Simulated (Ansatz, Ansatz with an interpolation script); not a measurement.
Planning a run of Ansatz 0.2.0 on CsPbBr3 (Pm-3m). The input:

```yaml
crystal:
  lattice:
    - [5.94863082, 0.0, 0.0]
    - [0.0, 5.94863082, 0.0]
    - [0.0, 0.0, 5.94863082]
  atoms:
    - { symbol: Cs, position: [0.0, 0.0, 0.0] }
    - { symbol: Pb, position: [0.5, 0.5, 0.5] }
    - { symbol: Br, position: [0.5, 0.5, 0.0] }
    - { symbol: Br, position: [0.5, 0.0, 0.5] }
    - { symbol: Br, position: [0.0, 0.5, 0.5] }
kpoints:
  mp_grid: { grid: [4, 4, 4] }
hamiltonian:
  xc: pbe
scf:
  occupations: { method: fixed }
gw:
  n_empty_bands: 1454
  ecut_chi: 210.0
  qp_bands: [v9, c3]
  screening: { model: godby_needs }
```

```sh
ansatz run input.yaml --threads 16 --pin off --max-ram 64512MiB --backend cuda --events-out ev --progress --plain --runs-dir out --devices 1 --max-vram 78GiB
```

**Question.** How long will it take on 1 × NVIDIA GB200 (shared by 2 runs) with 16 threads of Arm Neoverse V2, shared host, and how much memory?

It took 1.9 min; on shared hardware allow 56 s to 3.7 min. Peak host memory was 16 GiB. The sizes that set the cost: 4067 plane waves a state, 10 irreducible k points, 1476 bands summed, 1419 plane waves in the screening and 6 SCF cycles.

The screening grows as filled bands × empty bands × pairs of k points, times the square of the screening basis for the matrix.

[Paths, hosts, dates, memory and timing lines, banners, echoed tables and standing remarks are left out of the program output.]

[Logs are printed without paths, hosts, clocks, repeated set-up lines and the standing remarks that a program may print on its own settings, such as how far it seeks lower states.]

[Runs of the session that timed out or met a known fault of the program may be left out.]

[Hosts, paths, dates, database ids (printed as entryN), source tags and the programs' standing remarks are cut or masked in the printed files.]
